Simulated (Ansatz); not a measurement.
# How fast states decay through Cs2IBr2F, part 2 of 3

Aim: relax a made-up compound, Cs2IBr2F, and see how good a tunnel barrier it would be. It is built by putting I for part of the F in the CsBrF structure of space group I4/mmm, with the volume rescaled by atomic radii. The parent structure comes from the Materials Project.

Ansatz 0.2.0; PBEsol DFT, plane waves, PAW files (the session's first sound run).

So far. Step 2 (Relaxing the new crystal): The largest force component on a free atom ends at 0.0089 eV/Å.

The structure was built from a prototype and need not be the compound's stable phase.

## (3) Band edges

The energy window and the wavevectors of the next steps follow from the band edges, so these are searched first, off the mesh as well.

The input, input.yaml:

```yaml
crystal:
  lattice:
    - [-2.3048119154, 2.3048119154, 11.7129892585]
    - [2.3048119154, -2.3048119154, 11.7129892585]
    - [2.3048119154, 2.3048119154, -11.7129892585]
  atoms:
    - { symbol: Cs, position: [0.6184288281, 0.6184288281, 0.0] }
    - { symbol: Cs, position: [0.3496454617, 0.3496454617, 0.0] }
    - { symbol: Br, position: [0.0482602188, 0.0482602188, 0.0] }
    - { symbol: Br, position: [0.9426980616, 0.9426980616, 0.0] }
    - { symbol: F, position: [0.8501116267, 0.8501116267, 0.0] }
    - { symbol: I, position: [0.190855803, 0.190855803, 0.0] }
kpoints:
  mp_grid: { grid: [8, 8, 8] }
  band_path: { path: [VBM, CBM], npoints: 30 }
scf:
  occupations: { method: fixed }
hamiltonian:
  xc: pbesol
output:
  eigenvalues: true
  write_potential: true
  write_density: true
  volumetric_format: npy
```

Started as:

```
$ ansatz run input.yaml --threads 2 --pin off --max-ram 4096MiB --backend cpu --events-out ev --progress --plain --runs-dir out
```

Numbers of over 12 decimals in the logs are rounded to 6 here.

What it wrote:

```text
[...]
Crystal: 6 atoms, lattice volume = 248.885 Å³
Basis set: ecut = 420 eV, 4847 PW (Γ), FFT grids on a1−a2, a2, a1+a3
Bands: 34, of which v1, the nominal top of the filled ones, is band 28 counted from 1 (27 counted from 0)
Symmetry: 8 space group operations
[...]
k-points: 59 of 512 (time reversal used)
[...]
SCF iter   1: F=—  HF=-24882.976391 eV  |F-HF|=—  |Δ(HF+E_count)|=         —  Δρ=7.10e-3  dr2=1.87e-1  ethr=1.77e-3  ⟨swp⟩=6.1  Hψ=8216  notcnv=0  defer=226
[...]
SCF iter   8: F=-24882.943558 eV  HF=-24882.943558 eV  |F-HF|=6.36e-8  |Δ(HF+E_count)|=   1.13e-6  Δρ=3.09e-6  dr2=3.24e-8  ethr=1.79e-10  ⟨swp⟩=16.3  Hψ=12258  notcnv=0
SCF 1 converged in 8 iterations: F = -24882.943558 eV  dr2 = 3.24e-8
[...]
NSCF: frozen V_eff on 30 k-points
[...]
SCF converged after 8 iterations
Free energy (F): -24882.943558 eV
[...]
Internal energy: -24882.943558 eV  (E = F + TS)
E sigma→0 (E₀):  -24882.943558 eV
Fermi energy:    2.292007 eV
[...]
--- Band table (eV; the first three rows and the last of 59) ---
  k-point 0: bands = [... 24 lower, 1.3629, 1.5594, 2.2893, 2.2893, 4.3473, 6.1504, 6.5592, 7.3365, ... 2 higher]
  k-point 1: bands = [... 24 lower, 1.3096, 1.6504, 2.1123, 2.1419, 4.3715, 6.5988, 7.0554, 7.6801, ... 2 higher]
  k-point 2: bands = [... 24 lower, 1.1909, 1.6941, 1.8538, 1.9121, 4.3964, 7.3712, 7.9323, 8.2927, ... 2 higher]
  k-point 58: bands = [... 24 lower, 1.3615, 1.7293, 2.2920, 2.2920, 4.1183, 6.3293, 6.5467, 7.0840, ... 2 higher]
```

The job ended after 46 s (2 threads of Arm Neoverse V2, shared host; peak memory 0.69 GiB; 91 s of CPU time).

This step gave:

- free energy: -24882.9436 eV
- Fermi energy: 2.292 eV
- gap on the k-mesh: 1.826 eV
- gap on path: 1.826 eV, by band count; negative where bands overlap
- direct gap on path: 1.826 eV
- edge places on path: 0, 0 1/A along the path

Levels at VBM (eV): -7.17, -7.01, -7.01, -6.79, -6.79, -6.75, -5.13, -2.87, -2.87, -2.55, -2.16, -2.16, -0.93, -0.93, -0.56, 0.00, 0.00, 1.83, 4.04, 4.25, 4.79, 5.09, 5.98.

The searched edges give 1.83 eV, as on the mesh.

## (4) Decaying states in the gap

This step: PBEsol DFT, plane waves, PAW files; complex bands by layer matching along the plane's normal (Ansatz 0.2.0).

The same crystal is laid in a cell whose first two vectors span the (001) plane (indices of the standard conventional cell, whose axes can be ordered otherwise than in the bulk input). At fixed energy and wavevector in the plane the solver finds all kz, real and complex. A few wavevectors are listed, (0, 0) and (0.5, 0) in units of the plane's reciprocal vectors; the slowest state needn't be among them.

The input, input.yaml:

```yaml
crystal:
  lattice:
    - [4.609623831, 0.0, 0.0]
    - [0.0, 4.609623831, 0.0]
    - [2.304811915, 2.304811915, 11.712989258]
  atoms:
    - { symbol: Cs, position: [0.3815711719, 0.3815711719, 0.2368576562] }
    - { symbol: Cs, position: [0.6503545383, 0.6503545383, 0.6992909234] }
    - { symbol: Br, position: [0.9517397812, 0.9517397812, 0.0965204376] }
    - { symbol: Br, position: [0.0573019384, 0.0573019384, 0.8853961232] }
    - { symbol: F, position: [0.1498883733, 0.1498883733, 0.7002232534] }
    - { symbol: I, position: [0.809144197, 0.809144197, 0.381711606] }
kpoints:
  mp_grid: { grid: [6, 6, 6] }
scf:
  occupations: { method: fixed }
hamiltonian:
  xc: pbesol
output:
  eigenvalues: true
  transmission:
    leads: [[0, 0]]
    kpoints: [[0.0, 0.0], [0.5, 0.0]]
    e_range: [-1.0, 2.83]
    de: 0.08
```

What it wrote:

```text
[...]
Crystal: 6 atoms, lattice volume = 248.885 Å³
Basis set: ecut = 420 eV, 4847 PW (Γ)
Bands: 34, of which v1, the nominal top of the filled ones, is band 28 counted from 1 (27 counted from 0)
Symmetry: 8 space group operations
[...]
k-points: 30 of 216 (time reversal used)
[...]
SCF iter   1: F=—  HF=-24882.976331 eV  |F-HF|=—  |Δ(HF+E_count)|=         —  Δρ=7.10e-3  dr2=1.88e-1  ethr=1.77e-3  ⟨swp⟩=6.2  Hψ=4182  notcnv=0  defer=114
[...]
SCF iter   8: F=-24882.943563 eV  HF=-24882.943563 eV  |F-HF|=6.38e-8  |Δ(HF+E_count)|=   1.14e-6  Δρ=3.03e-6  dr2=3.13e-8  ethr=1.79e-10  ⟨swp⟩=16.6  Hψ=6200  notcnv=0
SCF 1 converged in 8 iterations: F = -24882.943563 eV  dr2 = 3.13e-8
[...]
transmission: 17 of 34 steps passed
transmission: 34 of 34 steps passed
SCF converged after 8 iterations
Free energy (F): -24882.943563 eV
[...]
Internal energy: -24882.943563 eV  (E = F + TS)
E sigma→0 (E₀):  -24882.943563 eV
Fermi energy:    2.292042 eV
[...]
--- Band table (eV; the first three rows and the last of 30) ---
  k-point 0: bands = [... 24 lower, 1.3629, 1.5594, 2.2894, 2.2894, 4.3473, 6.1505, 6.5592, 7.3367, ... 2 higher]
  k-point 1: bands = [... 24 lower, 1.3625, 1.6011, 2.2900, 2.2900, 4.2890, 6.1994, 6.5560, 7.3072, ... 2 higher]
  k-point 2: bands = [... 24 lower, 1.3619, 1.6859, 2.2914, 2.2914, 4.1748, 6.2891, 6.5497, 7.1377, ... 2 higher]
  k-point 29: bands = [... 24 lower, 1.0424, 1.5502, 1.5555, 1.8259, 4.3775, 7.5287, 8.3560, 8.3906, ... 2 higher]
--- Transmission ---
  basis      : 185 plane waves across, 17 finite elements along
  points     : 2, as listed
  energies   : 48 from -1.000000 to 2.760000 eV about the Fermi level, 0.080000 eV apart; the leads are filled to 0.913136 eV, and channels, transmission and decay are at 0.920000 eV
  crystal 0  : Cs2F1Br2I1, at the sites [0, 0], period 11.7130 Å: whole cells are its period
    offset         : up to 0.0000 Å between an atom of the period and one for which it stands
    channels       : 0.000000e0 a spin
    conductance    : none, the energies end too early or step too widely for 300 K: set another output.transmission.e_range or a lower de, or, where they end at an eighth of basis.ecutwfc, a higher one
    slowest decay  : 0.2299 /Å at (0.0000, 0.0000)
```

Wall time 45 s (2 threads); peak memory 0.72 GiB; 74 s of CPU time.

Numbers from this step:

| Item | Value |
| --- | --- |
| level to which the leads are filled | 0.9131 eV from the Fermi level |
| decay constant at the filling level, zone centre | 0.2299 Å⁻¹ |
| decay constant at the filling level, slowest listed point | 0.2299 Å⁻¹ |

K parallel (0, 0); values up to 1.5 1/Å, a degenerate pair printed once or twice; energies at which all values exceed this have no row. The Im kz of the slowest decaying states by energy, zero at the highest filled level on the SCF mesh:

| energy (eV) | decay 1 (Å⁻¹) | decay 2 (Å⁻¹) | decay 3 (Å⁻¹) | decay 4 (Å⁻¹) |
| --- | --- | --- | --- | --- |
| -1.00 | 0.182 | 0.469 | 0.684 | 1.11 |
| -0.84 | 0.126 | 0.462 | 0.679 | 1.13 |
| -0.60 | 0.527 | 0.670 | 1.14 | 1.26 |
| -0.44 | 0.128 | 0.524 | 0.663 | 1.15 |
| -0.28 | 0.175 | 0.500 | 0.656 | 1.16 |
| -0.04 | 0.211 | 0.345 | 0.644 | 1.16 |
| 0.12 | 0.224 | 0.448 | 0.636 | 1.16 |
| 0.28 | 0.232 | 0.523 | 0.627 | 1.15 |
| 0.52 | 0.237 | 0.579 | 0.613 | 1.12 |
| 0.68 | 0.237 | 0.602 | 0.603 | 1.10 |
| 0.92 | 0.230 | 0.586 | 0.626 | 1.07 |
| 1.08 | 0.221 | 0.575 | 0.638 | 1.05 |
| 1.24 | 0.208 | 0.563 | 0.647 | 1.03 |
| 1.48 | 0.175 | 0.545 | 0.658 | 0.995 |
| 1.64 | 0.138 | 0.532 | 0.662 | 0.971 |
| 1.80 | 0.0568 | 0.518 | 0.666 | 0.947 |
| 2.04 | 0.497 | 0.669 | 0.909 | 1.13 |
| 2.20 | 0.121 | 0.482 | 0.670 | 0.883 |
| 2.36 | 0.161 | 0.466 | 0.670 | 0.856 |
| 2.60 | 0.191 | 0.442 | 0.668 | 0.813 |
| 2.76 | 0.202 | 0.425 | 0.666 | 0.782 |

K parallel (0.5, 0); values up to 1.5 1/Å, a degenerate pair printed once or twice; energies at which all values exceed this have no row. Im kz of the slowest decaying states against energy, zero at the highest filled level on the SCF mesh:

| energy (eV) | decay 1 (Å⁻¹) | decay 2 (Å⁻¹) | decay 3 (Å⁻¹) | decay 4 (Å⁻¹) |
| --- | --- | --- | --- | --- |
| -1.00 | 0.225 | 0.660 | 0.944 | - |
| -0.84 | 0.167 | 0.741 | 0.939 | - |
| -0.60 | 0.201 | 0.766 | 0.929 | - |
| -0.44 | 0.155 | 0.763 | 0.922 | - |
| -0.28 | 0.240 | 0.749 | 0.915 | - |
| -0.04 | 0.306 | 0.607 | 0.903 | - |
| 0.12 | 0.330 | 0.744 | 0.895 | - |
| 0.28 | 0.349 | 0.773 | 0.886 | - |
| 0.52 | 0.368 | 0.796 | 0.873 | - |
| 0.68 | 0.377 | 0.805 | 0.863 | - |
| 0.92 | 0.386 | 0.813 | 0.848 | - |
| 1.08 | 0.389 | 0.816 | 0.838 | - |
| 1.24 | 0.389 | 0.817 | 0.828 | - |
| 1.48 | 0.385 | 0.812 | 0.818 | - |
| 1.64 | 0.377 | 0.801 | 0.817 | 1.49 |
| 1.80 | 0.363 | 0.790 | 0.815 | 1.47 |
| 2.04 | 0.294 | 0.773 | 0.810 | 1.44 |
| 2.20 | 0.330 | 0.762 | 0.807 | 1.42 |
| 2.36 | 0.371 | 0.752 | 0.803 | 1.40 |
| 2.60 | 0.401 | 0.739 | 0.795 | 1.37 |
| 2.76 | 0.414 | 0.734 | 0.790 | 1.34 |

At the listed wavevectors the last open channel is at -0.60 eV and the next at +1.88 eV on the grid, wider than the gap, since narrow bands can fall between grid energies. At +0.92 eV, the grid energy nearest the filling level (the middle of the gap on the SCF mesh), the slowest state at the listed wavevectors decays with κ = 0.230 Å⁻¹, its amplitude falling by e over 4.3 Å. Through 1 nm of this crystal that state's transmission falls by exp(−2 × 0.230 Å⁻¹ × 10 Å) = 0.010.

## (5) Decay over the two-dimensional zone

The listed points could miss the slowest state, so one energy near mid-gap is solved on a mesh of 10×10.

input.yaml, as its differences from that of step 4:

```diff
@@ -20,6 +20,2 @@
   eigenvalues: true
-  transmission:
-    leads: [[0, 0]]
-    kpoints: [[0.0, 0.0], [0.5, 0.0]]
-    e_range: [-1.0, 2.83]
-    de: 0.08
+  transmission: { leads: [[0, 0]], kmesh: [10, 10], e_range: [0.91, 0.92], de: 0.05 }
```

What it wrote:

```text
[...]
Crystal: 6 atoms, lattice volume = 248.885 Å³
Basis set: ecut = 420 eV, 4847 PW (Γ)
Bands: 34, of which v1, the nominal top of the filled ones, is band 28 counted from 1 (27 counted from 0)
Symmetry: 8 space group operations
[...]
k-points: 30 of 216 (time reversal used)
[...]
SCF iter   1: F=—  HF=-24882.976331 eV  |F-HF|=—  |Δ(HF+E_count)|=         —  Δρ=7.10e-3  dr2=1.88e-1  ethr=1.77e-3  ⟨swp⟩=6.2  Hψ=4182  notcnv=0  defer=114
[...]
SCF iter   8: F=-24882.943563 eV  HF=-24882.943563 eV  |F-HF|=6.38e-8  |Δ(HF+E_count)|=   1.14e-6  Δρ=3.03e-6  dr2=3.13e-8  ethr=1.79e-10  ⟨swp⟩=16.6  Hψ=6200  notcnv=0
SCF 1 converged in 8 iterations: F = -24882.943563 eV  dr2 = 3.13e-8
[...]
transmission: 51 of 357 steps passed
transmission: 102 of 357 steps passed
[...]
transmission: 357 of 357 steps passed
SCF converged after 8 iterations
Free energy (F): -24882.943563 eV
[...]
Internal energy: -24882.943563 eV  (E = F + TS)
E sigma→0 (E₀):  -24882.943563 eV
Fermi energy:    2.292042 eV
[...]
--- Band table (eV; the first three rows and the last of 30) ---
  k-point 0: bands = [... 24 lower, 1.3629, 1.5594, 2.2894, 2.2894, 4.3473, 6.1505, 6.5592, 7.3367, ... 2 higher]
  k-point 1: bands = [... 24 lower, 1.3625, 1.6011, 2.2900, 2.2900, 4.2890, 6.1994, 6.5560, 7.3072, ... 2 higher]
  k-point 2: bands = [... 24 lower, 1.3619, 1.6859, 2.2914, 2.2914, 4.1748, 6.2891, 6.5497, 7.1377, ... 2 higher]
  k-point 29: bands = [... 24 lower, 1.0424, 1.5502, 1.5555, 1.8259, 4.3775, 7.5287, 8.3560, 8.3906, ... 2 higher]
--- Transmission ---
  basis      : 185 plane waves across, 17 finite elements along
  points     : 21, standing for a mesh of 10 x 10
  energies   : 1 from 0.910000 to 0.910000 eV about the Fermi level; the leads are filled to 0.913136 eV, and channels, transmission and decay are at 0.910000 eV
[...]
channels       : 0.000000e0 a spin
    conductance    : none, crystal 0 has no channel at the energies, or these end too early or step too widely for 300 K: set another output.transmission.e_range or a lower de, or, where they end at an eighth of basis.ecutwfc, a higher one
    slowest decay  : 0.2304 /Å at (0.0000, 0.0000)
```

Wall time 51 s (2 threads); peak memory 0.88 GiB.

Numbers from this step:

- least decay constant on the mesh: 0.2304 Å⁻¹

Slowest decay constant (1/Å; 0 where a channel is open) over k1 and k2. At 0.9100 eV from the Fermi level.

Values, 10 rows by 10 columns:
```
0.451 0.464 0.385 0.351 0.336 0.331 0.336 0.351 0.385 0.464
0.523 0.385 0.329 0.304 0.293 0.290 0.293 0.304 0.329 0.385
0.430 0.351 0.304 0.278 0.264 0.259 0.264 0.278 0.304 0.351
0.395 0.336 0.293 0.264 0.245 0.238 0.245 0.264 0.293 0.336
0.386 0.331 0.290 0.259 0.238 0.230 0.238 0.259 0.290 0.331
0.395 0.336 0.293 0.264 0.245 0.238 0.245 0.264 0.293 0.336
0.430 0.351 0.304 0.278 0.264 0.259 0.264 0.278 0.304 0.351
0.523 0.385 0.329 0.304 0.293 0.290 0.293 0.304 0.329 0.385
0.451 0.464 0.385 0.351 0.336 0.331 0.336 0.351 0.385 0.464
0.442 0.451 0.523 0.430 0.395 0.386 0.395 0.430 0.523 0.451
```
Columns: k1 (b1) from -0.5 to 0.4; rows upwards: k2 (b2) from -0.5 to 0.4.

The least value on the mesh is 0.230 Å⁻¹ at +0.91 eV. At that energy the listed points give about 0.230 Å⁻¹ by interpolation, so the mesh holds no clearly slower state.

## (6) Band edges at another level

This step: PBE DFT, plane waves, PAW files (Ansatz 0.2.0).

The edges again with PBE, at the same atoms.

The input, input.yaml:

```yaml
crystal:
  lattice:
    - [-2.3048119154, 2.3048119154, 11.7129892585]
    - [2.3048119154, -2.3048119154, 11.7129892585]
    - [2.3048119154, 2.3048119154, -11.7129892585]
  atoms:
    - { symbol: Cs, position: [0.6184288281, 0.6184288281, 0.0] }
    - { symbol: Cs, position: [0.3496454617, 0.3496454617, 0.0] }
    - { symbol: Br, position: [0.0482602188, 0.0482602188, 0.0] }
    - { symbol: Br, position: [0.9426980616, 0.9426980616, 0.0] }
    - { symbol: F, position: [0.8501116267, 0.8501116267, 0.0] }
    - { symbol: I, position: [0.190855803, 0.190855803, 0.0] }
kpoints:
  mp_grid: { grid: [8, 8, 8] }
  band_path: { path: [VBM, CBM], npoints: 30 }
scf:
  occupations: { method: fixed }
hamiltonian:
  xc: pbe
output:
  eigenvalues: true
```

What it wrote:

```text
[...]
Crystal: 6 atoms, lattice volume = 248.885 Å³
Basis set: ecut = 420 eV, 4847 PW (Γ), FFT grids on a1+a3, a2+a3, a3
Bands: 34, of which v1, the nominal top of the filled ones, is band 28 counted from 1 (27 counted from 0)
Symmetry: 8 space group operations
[...]
k-points: 59 of 512 (time reversal used)
[...]
SCF iter   1: F=—  HF=-25234.853462 eV  |F-HF|=—  |Δ(HF+E_count)|=         —  Δρ=3.14e-3  dr2=7.91e-2  ethr=1.77e-3  ⟨swp⟩=6.0  Hψ=8221  notcnv=0  defer=227
[...]
SCF iter   8: F=-25234.838310 eV  HF=-25234.838310 eV  |F-HF|=4.28e-9  |Δ(HF+E_count)|=   3.62e-7  Δρ=3.61e-6  dr2=5.10e-8  ethr=1.79e-10  ⟨swp⟩=16.5  Hψ=12112  notcnv=0
SCF 1 converged in 8 iterations: F = -25234.838310 eV  dr2 = 5.10e-8
[...]
SCF converged after 8 iterations
Free energy (F): -25234.838310 eV
[...]
Internal energy: -25234.838310 eV  (E = F + TS)
E sigma→0 (E₀):  -25234.838310 eV
Fermi energy:    2.397030 eV
[...]
--- Band table (eV; the first three rows and the last of 59) ---
  k-point 0: bands = [... 24 lower, 1.4295, 1.6771, 2.3945, 2.3945, 4.4591, 6.2937, 6.7754, 7.4927, ... 2 higher]
  k-point 1: bands = [... 24 lower, 1.3775, 1.7639, 2.2208, 2.2503, 4.4821, 6.7299, 7.2666, 7.8115, ... 2 higher]
  k-point 2: bands = [... 24 lower, 1.2614, 1.8064, 1.9664, 2.0228, 4.5058, 7.4826, 8.0640, 8.4930, ... 2 higher]
  k-point 58: bands = [... 24 lower, 1.4283, 1.8453, 2.3970, 2.3970, 4.2366, 6.4534, 6.7610, 7.2561, ... 2 higher]
```

Wall time 47 s (2 threads); peak memory 0.67 GiB; 93 s of CPU time.

Numbers from this step:

* free energy: -25234.8383 eV
* Fermi energy: 2.397 eV
* gap on the k-mesh: 1.840 eV
* gap on path: 1.840 eV, by band count; negative where bands overlap
* direct gap on path: 1.840 eV

Levels at VBM (eV): -7.20, -7.03, -7.03, -6.83, -6.83, -6.80, -5.11, -2.88, -2.88, -2.54, -2.18, -2.18, -0.97, -0.97, -0.55, 0.00, 0.00, 1.84, 4.06, 4.36, 4.86, 5.14, 6.06.

The searched edges give 1.84 eV, as on the mesh.

(Continued in part 3 of 3.)

[Logs are printed without paths, hosts, clocks, repeated set-up lines and the standing remarks that a program may print on its own settings, such as how far it seeks lower states.]

[Hosts, paths, dates, database ids (printed as entryN), source tags and the programs' standing remarks are cut or masked in the printed files.]
